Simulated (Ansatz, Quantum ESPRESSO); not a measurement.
# Co(0001) under a row of overlayers, part 4 of 7

Which overlayers raise and which lower the work function of Co(0001), and does electronegativity predict it?

Quantum ESPRESSO 7.5; plane-wave DFT, PBE, GBRV ultrasoft pseudopotentials; geometry by Ansatz 0.2.0 with PAW datasets.

So far. Step 5 (Relaxation with Ansatz, Li overlayer): The relaxation lowers the energy by 2 meV an atom. Held were the atoms numbered 1 and 2; the forces quoted are those on the free ones. Step 6 (Self-consistent run, Li overlayer): The message: “c_bands (1): too many bands are not converged”. The message is a late symptom: the SCF loop had diverged, with an estimated accuracy of 3.61e+04 Ry in its last cycle.

## Step 7: Relaxation with Ansatz, Mg overlayer

Level of this step: plane-wave DFT, PBE, Ansatz PAW (Ansatz 0.2.0).

System of this step: Co(0001), 4 layers, one monolayer of Mg on fcc sites. The cell holds 5 atoms: 4 Co and 1 Mg. Its edges and angles: a = 2.510 Å, b = 2.510 Å, c = 25.107 Å, α = 90.0°, β = 90.0°, γ = 60.0°. It derives from Co. Vacuum lies along c.

Contents of input.yaml:

```yaml
crystal:
  lattice:
    - [2.51, 0.0, 0.0]
    - [1.255, 2.1737237635, 0.0]
    - [0.0, 0.0, 25.10683]
  atoms:
    - { symbol: Co, position: [0.6666666667, 0.6666666667, 0.3305873342], spin: 1.7 }
    - { symbol: Co, position: [0.0, 0.0, 0.411665272], spin: 1.7 }
    - { symbol: Co, position: [0.6666666667, 0.6666666667, 0.4927432097], spin: 1.7 }
    - { symbol: Co, position: [0.0, 0.0, 0.5738211475], spin: 1.7 }
    - { symbol: Mg, position: [0.3333333333, 0.3333333333, 0.6631400089] }
magnetization:
  spin_polarized: true
kpoints:
  mp_grid: { grid: [12, 12, 1] }
hamiltonian:
  xc: pbe
scf:
  occupations: { method: fermi_dirac, width: 0.1 }
  convergence: { dr2_threshold: 1.0e-08 }
efield:
  axis: 3
  dipole_correction: true
  ramp_position: 0.97
  ramp_width: 0.04
relax:
  f_tol: 0.01
  constraints: [{ sites: [0, 1] }]
output:
  write_potential: true
  write_density: true
  volumetric_format: npy
```

On the command line:

```
> ansatz run input.yaml --threads 4 --pin off --max-ram 8192MiB --backend cpu --events-out ev --progress --plain --runs-dir out
```

Numbers of over 12 decimals in the logs are rounded to 6 here.

The log of the run:

```text
[...]
Crystal: 5 atoms, lattice volume = 136.984 Å³
Basis set: ecut = 420 eV, 2681 PW (Γ), exchange–correlation on 36×36×360 points (8 copies of the dense FFT grid, shifted against one another)
Bands: 51, of which v1, the nominal top of the filled ones, is band 39 counted from 1 (38 counted from 0)
[...]
F+E_penalty+E_count = -22426.36674482 eV   max|allowed force component| = 6.661e-4 eV/Å
  atoms:
    - { symbol: Co, position: [0.666667, 0.666667, 0.3305873342] }
[...]
- { symbol: Co, position: [0.666667, 0.666667, 0.492693] }
    - { symbol: Co, position: [-2.30814471091958e-17, -1.850371707762447e-17, 0.571051] }
    - { symbol: Mg, position: [0.333333, 0.333333, 0.662870] }
[key lines of the parts left out:]
SCF converged after 13 iterations
Magnetization: 6.4340 μB (42.2170 up, 35.7830 down)
Free energy (F): -22426.366745 eV
Fermi energy:    4.417835 eV
Dipole field:    D = 0.032213 V/Å  (p = 0.024386 e·Å, saw-weighted, corrected)
Work function:   Φ+ = 4.1532 eV   Φ− = 4.9620 eV
```

Wall time 49 s (4 threads of Arm Neoverse V1, shared host); peak memory 0.57 GiB; 3.1 min of CPU time.

Step by step:

```tsv
step	energy less that of the first step (eV)	largest force component (eV/Å)
1	0.0000	0.5369
2	-0.0126	0.3020
3	-0.0182	0.0212
4	-0.0183	0.0007
```

Forces are held to the 6 operations that the run works with; a distortion that breaks them can't arise in this run.

The atoms that moved most (Å):

```tsv
atom	dx	dy	dz	length
Co4	0.000	0.000	-0.070	0.070
Mg5	0.000	0.000	-0.007	0.007
```

The relaxation lowers the energy by 4 meV an atom. Held were the atoms numbered 1 and 2; the forces quoted are those on the free ones.

Numbers from this step:

```
free energy                     : -22426.3667 eV
energy at zero smearing         : -22426.2828 eV
smearing term TS                : 0.1678 eV
Fermi energy                    : 4.418 eV
magnetization                   : 6.434 μB
absolute magnetization          : 7.175 μB
site moments                    : 1.809, 1.746, 1.685, 1.519, -0.01856 μB
work function of the upper face : 4.153 eV
work function of the lower face : 4.962 eV
dipole along the normal         : 0.02439 e·Å
```

## Step 8: Self-consistent run, Mg overlayer

Level of this step: plane-wave DFT, PBE, GBRV ultrasoft pseudopotentials (Quantum ESPRESSO 7.5).

Contents of Mg.esm.in:

```
&control
  prefix = 'Mg.esm'
  outdir = './out'
  pseudo_dir = './pseudo'
  calculation = 'scf'
  tprnfor = .true.
/
&system
  ibrav = 0
  nat = 5
  ntyp = 2
  ecutwfc = 40
  ecutrho = 200
  occupations = 'smearing'
  smearing = 'mv'
  degauss = 0.02
  assume_isolated = 'esm'
  esm_bc = 'bc1'
  nspin = 2
  starting_magnetization(1) = 0.28
/
&electrons
  conv_thr = 1e-07
  mixing_beta = 0.4
  electron_maxstep = 120
  mixing_mode = 'local-TF'
/
ATOMIC_SPECIES
  Co  58.9332  co_pbe_v1.2.uspp.F.UPF
  Mg  24.3050  mg_pbe_v1.4.uspp.F.UPF
CELL_PARAMETERS angstrom
  2.51000000000061 0.00000000000000 0.00000000000000
  1.25500000000031 2.17372376349947 0.00000000000000
  0.00000000000000 0.00000000000000 25.10683000000000
ATOMIC_POSITIONS crystal
  Co  0.666666666667 0.666666666667 -0.166141111612
  Co  -0.000000000000 -0.000000000000 -0.085063173812
  Co  0.666666666667 0.666666666667 -0.004035559748
  Co  -0.000000000000 -0.000000000000 0.074322515437
  Mg  0.333333333333 0.333333333333 0.166141111612
K_POINTS automatic
  12 12 1 0 0 0
```

On the command line:

```
> OMP_NUM_THREADS=1 mpirun -n 4 pw.x -nk 4 -in Mg.esm.in > Mg.esm.out
```

The log of the run:

```text
[banner, memory and clock lines left out]
Program PWSCF v.7.5 starts

          URL

     Message from routine setup:
     using ibrav=0 with symmetry is DISCOURAGED, use correct ibrav instead

     G-vector sticks info

     bravais-lattice index     =            0
     lattice parameter (alat)  =       4.7432  a.u.
     unit-cell volume          =     924.4141 (a.u.)^3
     number of atoms/cell      =            5
     number of atomic types    =            2
     number of electrons       =        78.00
     number of Kohn-Sham states=           47
     kinetic-energy cutoff     =      40.0000  Ry
     charge density cutoff     =     200.0000  Ry
     scf convergence threshold =      1.0E-07
     mixing beta               =       0.4000
     number of iterations used =            8  local-TF  mixing
     Exchange-correlation=  SLA  PW   PBX  PBC
                           (   1   4   3   4   0   0   0)

     Effective Screening Medium Method
     Boundary Conditions: Vacuum-Slab-Vacuum
     total charge in unit cell        =   0.0000
     grid points for fit at edges     =        4

     celldm(1)=   4.743213  celldm(2)=   0.000000  celldm(3)=   0.000000
     celldm(4)=   0.000000  celldm(5)=   0.000000  celldm(6)=   0.000000

     crystal axes: (cart. coord. in units of alat)
               a(1) = (   1.000000   0.000000   0.000000 )
               a(2) = (   0.500000   0.866025   0.000000 )
               a(3) = (   0.000000   0.000000  10.002721 )

     reciprocal axes: (cart. coord. in units 2 pi/alat)
               b(1) = (  1.000000 -0.577350  0.000000 )
               b(2) = (  0.000000  1.154701  0.000000 )
               b(3) = (  0.000000  0.000000  0.099973 )

     PseudoPot. # 1 for Co read from file:
     ./pseudo/co_pbe_v1.2.uspp.F.UPF
     Pseudo is Ultrasoft + core correction, Zval = 17.0
     Generated by new atomic code, or converted to UPF format
     Using radial grid of  863 points,  6 beta functions with:
                l(1) =   0
                l(2) =   0
                l(3) =   1
                l(4) =   1
                l(5) =   2
                l(6) =   2
     Q(r) pseudized with  8 coefficients,  rinner =    1.200   1.200   1.200
                                                       1.200   1.200

     PseudoPot. # 2 for Mg read from file:
     ./pseudo/mg_pbe_v1.4.uspp.F.UPF
     Pseudo is Ultrasoft, Zval = 10.0
     Generated by new atomic code, or converted to UPF format
     Using radial grid of  821 points,  7 beta functions with:
                l(1) =   0
                l(2) =   0
                l(3) =   0
                l(4) =   1
                l(5) =   1
                l(6) =   2
                l(7) =   2
     Q(r) pseudized with  8 coefficients,  rinner =    1.200   1.200   1.200
                                                       1.200   1.200

     atomic species   valence    mass     pseudopotential
     Co               17.00    58.93320     Co( 1.00)
     Mg               10.00    24.30500     Mg( 1.00)

     Starting magnetic structure
     atomic species   magnetization
     Co              0.280
     Mg              0.000

      6 Sym. Ops. (no inversion) found

   Cartesian axes

     site n.     atom                  positions (alat units)
         1        Co     tau(   1) = (   1.0000000   0.5773503  -1.6618632  )
         2        Co     tau(   2) = (  -0.0000000  -0.0000000  -0.8508632  )
         3        Co     tau(   3) = (   1.0000000   0.5773503  -0.0403666  )
         4        Co     tau(   4) = (   0.0000000   0.0000000   0.7434274  )
         5        Mg     tau(   5) = (   0.5000000   0.2886751   1.6618632  )

     number of k points=    19  Marzari-Vanderbilt smearing, width (Ry)=  0.0200
                       cart. coord. in units 2pi/alat
        k(    1) = (   0.0000000   0.0000000   0.0000000), wk =   0.0069444
        k(    2) = (   0.0000000   0.0962250   0.0000000), wk =   0.0416667
        k(    3) = (   0.0000000   0.1924501   0.0000000), wk =   0.0416667
        k(    4) = (   0.0000000   0.2886751   0.0000000), wk =   0.0416667
        k(    5) = (   0.0000000   0.3849002   0.0000000), wk =   0.0416667
        k(    6) = (   0.0000000   0.4811252   0.0000000), wk =   0.0416667
        k(    7) = (   0.0000000  -0.5773503   0.0000000), wk =   0.0208333
        k(    8) = (   0.0833333   0.1443376   0.0000000), wk =   0.0416667
        k(    9) = (   0.0833333   0.2405626   0.0000000), wk =   0.0833333
        k(   10) = (   0.0833333   0.3367877   0.0000000), wk =   0.0833333
        k(   11) = (   0.0833333   0.4330127   0.0000000), wk =   0.0833333
        k(   12) = (   0.0833333  -0.6254628   0.0000000), wk =   0.0833333
        k(   13) = (   0.1666667   0.2886751   0.0000000), wk =   0.0416667
        k(   14) = (   0.1666667   0.3849002   0.0000000), wk =   0.0833333
        k(   15) = (   0.1666667  -0.6735753   0.0000000), wk =   0.0833333
        k(   16) = (   0.1666667  -0.5773503   0.0000000), wk =   0.0416667
        k(   17) = (   0.2500000  -0.7216878   0.0000000), wk =   0.0416667
        k(   18) = (   0.2500000  -0.6254628   0.0000000), wk =   0.0833333
        k(   19) = (   0.3333333  -0.5773503   0.0000000), wk =   0.0138889

     Dense  grid:    44337 G-vectors     FFT dimensions: (  24,  24, 216)

     Smooth grid:    31763 G-vectors     FFT dimensions: (  20,  20, 192)

     Check: negative core charge=   -0.000026
     Generating pointlists ...
     new r_m :   0.4016 (alat units)  1.9047 (a.u.) for type    1
     new r_m :   0.4125 (alat units)  1.9566 (a.u.) for type    2

     Initial potential from superposition of free atoms

     starting charge      73.6997, renormalised to      78.0000

     negative rho (up, down):  1.541E-04 1.456E-04
     Starting wfcs are   57 randomized atomic wfcs

     per-process dynamical memory:    78.2 Mb

     Self-consistent Calculation

     iteration #  1     ecut=    40.00 Ry     beta= 0.40
     Davidson diagonalization with overlap
     c_bands:  4 eigenvalues not converged
     c_bands:  4 eigenvalues not converged
     c_bands:  5 eigenvalues not converged
     c_bands:  5 eigenvalues not converged
     c_bands:  1 eigenvalues not converged
     c_bands:  1 eigenvalues not converged
     c_bands:  4 eigenvalues not converged
     c_bands:  4 eigenvalues not converged
     ethr =  1.00E-02,  avg # of iterations = 24.6

     negative rho (up, down):  1.648E-01 1.661E-01

     total energy              =   -1227.09408483 Ry
     estimated scf accuracy    <    1013.82719867 Ry

[...]
-4.8976  -4.3595  -4.0903  -3.7963  -3.4702  -3.3448  -3.2768  -3.2377
    -3.2312  -3.1425  -2.4335  -2.3047  -1.3247  -0.6706   0.7534

          k = 0.0833 0.1443 0.0000 (  3945 PWs)   bands (ev):

   -98.5125 -98.4813 -98.4574 -98.3382 -79.9492 -61.9681 -61.8548 -61.7653
   -61.7419 -61.7338 -61.7136 -61.7020 -61.6937 -61.6754 -61.6329 -61.5958
   -61.5651 -46.6827 -46.6693 -46.6263 -12.5705 -11.7425 -10.5502  -9.1056
    -8.3662  -6.4254  -6.2064  -5.9870  -5.9277  -5.7535  -5.5764  -5.4692
    -5.2980  -5.2647  -5.2228  -5.0528  -4.9769  -4.8893  -4.5994  -4.4745
    -4.0875  -3.9460  -3.6945  -3.4781  -3.1861  -2.2617  -0.9353

          k = 0.0833 0.2406 0.0000 (  3923 PWs)   bands (ev):

   -98.5027 -98.4750 -98.4509 -98.3311 -79.9386 -61.9508 -61.8652 -61.8028
   -61.7814 -61.7658 -61.7353 -61.7210 -61.7071 -61.6897 -61.6476 -61.6274
   -61.5794 -46.7317 -46.6727 -46.6436 -11.6836 -10.9059  -9.8008  -8.4367
    -7.8031  -6.7049  -6.4015  -6.3034  -6.1093  -5.9486  -5.7307  -5.5361
    -5.3251  -5.0866  -5.0129  -4.9115  -4.6876  -4.5722  -4.5040  -4.2694
    -4.0351  -3.8053  -3.6169  -3.4407  -2.6179  -1.2435   0.0155

          k = 0.0833 0.3368 0.0000 (  3948 PWs)   bands (ev):

   -98.4909 -98.4682 -98.4435 -98.3229 -79.9263 -61.9370 -61.8989 -61.8404
   -61.8343 -61.7858 -61.7571 -61.7388 -61.7237 -61.7062 -61.6889 -61.6321
   -61.5958 -46.8030 -46.6636 -46.6612 -10.4865  -9.7976  -8.9113  -7.8924
    -7.4446  -6.9142  -6.6191  -6.5351  -6.0858  -5.9266  -5.7389  -5.5128
    -5.4015  -5.1830  -4.8641  -4.5457  -4.3867  -4.2585  -4.0408  -3.8383
    -3.7432  -3.6086  -3.3852  -3.2563  -1.8349  -0.0544   1.3273

          k = 0.0833 0.4330 0.0000 (  3954 PWs)   bands (ev):

   -98.4799 -98.4632 -98.4370 -98.3158 -79.9157 -61.9464 -61.9394 -61.8822
   -61.8494 -61.7986 -61.7773 -61.7570 -61.7400 -61.7212 -61.7123 -61.6342
   -61.6099 -46.8642 -46.6810 -46.6512  -9.2566  -8.7638  -8.2296  -7.7358
    -7.5048  -7.0667  -6.7991  -6.6120  -5.7773  -5.7052  -5.5070  -5.3316
    -5.1965  -5.0299  -4.8544  -4.1945  -3.9606  -3.9249  -3.6263  -3.5392
    -3.4395  -3.1467  -3.0753  -2.4735  -0.8971   0.4271   1.4462

          k = 0.0833-0.6255 0.0000 (  3965 PWs)   bands (ev):

   -98.4729 -98.4610 -98.4332 -98.3117 -79.9095 -61.9694 -61.9594 -61.9091
   -61.8420 -61.8088 -61.7929 -61.7653 -61.7475 -61.7303 -61.7214 -61.6354
   -61.6181 -46.8994 -46.6911 -46.6455  -8.5274  -8.3490  -8.0094  -7.7627
    -7.4201  -7.0623  -6.8478  -6.3590  -5.7615  -5.5865  -5.4107  -5.2691
    -4.8998  -4.6390  -4.4252  -4.0716  -3.5869  -3.5323  -3.4311  -3.3656
    -3.2937  -2.5702  -2.3318  -1.7505  -1.1093  -0.3104   1.1296

          k = 0.1667 0.2887 0.0000 (  3957 PWs)   bands (ev):

   -98.4925 -98.4691 -98.4445 -98.3240 -79.9279 -61.9366 -61.8871 -61.8330
   -61.8241 -61.7877 -61.7488 -61.7413 -61.7219 -61.7140 -61.6780 -61.6314
   -61.5997 -46.7855 -46.6689 -46.6627 -10.6585  -9.9487  -9.0051  -7.8748
    -7.3317  -6.8004  -6.6588  -6.4337  -6.2780  -6.1447  -5.8517  -5.6494
    -5.3949  -5.0889  -4.8891  -4.7206  -4.4924  -4.3688  -4.0526  -3.8073
    -3.7201  -3.6253  -3.3873  -3.2588  -1.9171  -0.2024   1.1296

          k = 0.1667 0.3849 0.0000 (  3954 PWs)   bands (ev):

   -98.4817 -98.4639 -98.4380 -98.3169 -79.9173 -61.9342 -61.9174 -61.8670
   -61.8458 -61.8041 -61.7704 -61.7604 -61.7427 -61.7332 -61.7030 -61.6338
   -61.6212 -46.8361 -46.6972 -46.6528  -9.4408  -8.8510  -8.2178  -7.6550
    -7.2369  -6.8690  -6.7835  -6.5711  -6.0522  -5.9661  -5.8170  -5.6492
    -5.3957  -5.2534  -4.9747  -4.3762  -4.3071  -4.1228  -3.6839  -3.5051
    -3.4588  -3.0377  -2.8899  -2.4187  -0.8997   1.0165   1.8106

          k = 0.1667-0.6736 0.0000 (  3951 PWs)   bands (ev):

   -98.4729 -98.4610 -98.4332 -98.3117 -79.9095 -61.9485 -61.9408 -61.8918
   -61.8402 -61.8208 -61.7947 -61.7712 -61.7577 -61.7435 -61.7191 -61.6396
   -61.6328 -46.8719 -46.7189 -46.6455  -8.4403  -8.1433  -7.7931  -7.4927
    -7.3227  -6.9415  -6.8124  -6.5316  -5.9908  -5.8465  -5.5336  -5.4195
    -5.2221  -5.1824  -4.8309  -4.2925  -3.9156  -3.7251  -3.6148  -3.4169
    -3.3064  -2.1808  -1.9162  -1.1384  -0.5286   0.3877   1.9402

          k = 0.1667-0.5774 0.0000 (  3948 PWs)   bands (ev):

   -98.4692 -98.4604 -98.4314 -98.3098 -79.9067 -61.9580 -61.9480 -61.9001
   -61.8335 -61.8270 -61.8077 -61.7741 -61.7618 -61.7484 -61.7245 -61.6446
   -61.6342 -46.8847 -46.7270 -46.6428  -8.1211  -8.0048  -7.6969  -7.5176
    -7.2888  -6.9051  -6.7600  -6.2876  -6.0726  -5.8402  -5.5057  -5.3633
    -5.0740  -4.9818  -4.6333  -4.1663  -3.6932  -3.6342  -3.5063  -3.3650
    -3.1406  -2.0631  -1.1972  -0.7982  -0.2432   0.0699   1.3026

          k = 0.2500-0.7217 0.0000 (  3949 PWs)   bands (ev):

   -98.4729 -98.4610 -98.4332 -98.3117 -79.9095 -61.9362 -61.9266 -61.8860
   -61.8420 -61.8255 -61.7974 -61.7729 -61.7684 -61.7474 -61.7134 -61.6528
   -61.6327 -46.8533 -46.7376 -46.6455  -8.3874  -7.9983  -7.6646  -7.4235
    -7.1387  -7.0083  -6.7498  -6.5494  -6.0912  -5.9840  -5.7718  -5.6520
    -5.3405  -5.1724  -5.0265  -4.4386  -4.0734  -3.8122  -3.6587  -3.4104
    -3.2965  -2.0853  -1.7596  -1.0067   0.1151   0.6656   2.2101

          k = 0.2500-0.6255 0.0000 (  3959 PWs)   bands (ev):

   -98.4667 -98.4605 -98.4304 -98.3087 -79.9050 -61.9363 -61.9290 -61.8897
   -61.8517 -61.8332 -61.8142 -61.7932 -61.7694 -61.7560 -61.7197 -61.6725
   -61.6336 -46.8556 -46.7686 -46.6413  -7.7573  -7.6439  -7.4453  -7.3062
    -7.1373  -6.8690  -6.7106  -6.3809  -6.2029  -6.0859  -5.8017  -5.5327
    -5.4497  -4.9409  -4.6681  -4.3755  -3.8479  -3.7473  -3.5491  -3.3968
    -3.0657  -1.3910  -0.6894  -0.1621   0.5984   1.2463   1.9780

          k = 0.3333-0.5774 0.0000 (  3969 PWs)   bands (ev):

   -98.4625 -98.4622 -98.4294 -98.3076 -79.9034 -61.9180 -61.9180 -61.9002
   -61.8533 -61.8495 -61.8167 -61.8099 -61.7637 -61.7626 -61.7168 -61.6918
   -61.6336 -46.8186 -46.8178 -46.6397  -7.4347  -7.3536  -7.2877  -7.2313
    -7.1467  -6.9536  -6.7498  -6.2283  -6.2236  -6.0910  -6.0497  -5.6672
    -5.5061  -4.8382  -4.4887  -4.4443  -3.8092  -3.7808  -3.5549  -3.5531
    -2.2167  -2.1057   0.6318   1.3770   1.3868   1.6215   1.6482

     the Fermi energy is    -4.5719 ev

!    total energy              =   -1319.12279380 Ry
     estimated scf accuracy    <       0.00000003 Ry
     smearing contrib. (-TS)   =       0.00073303 Ry
     internal energy E=F+TS    =   -1319.12352683 Ry

     The total energy is F=E-TS. E is the sum of the following terms:
     one-electron contribution =   22922.73480268 Ry
     hartree contribution      =  -11480.61890315 Ry
     xc contribution           =    -147.64369039 Ry
     ewald contribution        =  -12613.59573597 Ry

     total magnetization       =     6.62 Bohr mag/cell
     absolute magnetization    =     7.44 Bohr mag/cell

     convergence has been achieved in  85 iterations

     negative rho (up, down):  2.702E-05 1.634E-05

     Forces acting on atoms (cartesian axes, Ry/au):

     atom    1 type  1   force =     0.00000000    0.00000000    0.02088203
     atom    2 type  1   force =     0.00000000    0.00000000   -0.02113616
     atom    3 type  1   force =     0.00000000    0.00000000    0.00312370
     atom    4 type  1   force =     0.00000000    0.00000000   -0.00278542
     atom    5 type  2   force =     0.00000000    0.00000000    0.00116838

     Total force =     0.030028     Total SCF correction =     0.001984

     XML data file, charge density, pseudopotentials, collected wavefunctions

                                        0.00s GPU  (    4939 calls)

Note: The following floating-point exceptions are signalling: IEEE_DIVIDE_BY_ZERO IEEE_UNDERFLOW_FLAG
Note: The following floating-point exceptions are signalling: IEEE_DIVIDE_BY_ZERO IEEE_UNDERFLOW_FLAG
Note: The following floating-point exceptions are signalling: IEEE_DIVIDE_BY_ZERO IEEE_UNDERFLOW_FLAG
Note: The following floating-point exceptions are signalling: IEEE_DIVIDE_BY_ZERO IEEE_UNDERFLOW_FLAG
```

Wall time 5.2 min (4 MPI ranks); peak memory 0.7 GiB.

Numbers from this step:

```
free energy                                                    : -17947.5799 eV
Fermi energy                                                   : -4.572 eV
magnetization                                                  : 6.62 μB
absolute magnetization                                         : 7.44 μB
site moments                                                   : 1.854, 1.790, 1.743, 1.595, -0.0168 μB
vacuum line at the lower end of the cell, over the Fermi level : 4.993 eV
vacuum line at the upper end of the cell, over the Fermi level : 4.151 eV
```

(Continued in part 5 of 7.)

[Logs are printed without paths, hosts, clocks, repeated set-up lines and the standing remarks that a program may print on its own settings, such as how far it seeks lower states.]

[Hosts, paths, dates, database ids (printed as entryN), source tags and the programs' standing remarks are cut or masked in the printed files.]

[Maps of the electrostatic potential energy from Ansatz leave out the sawtooth potential of an applied field or a dipole correction, so their vacuum need not be flat; planar profiles and work functions include it.]
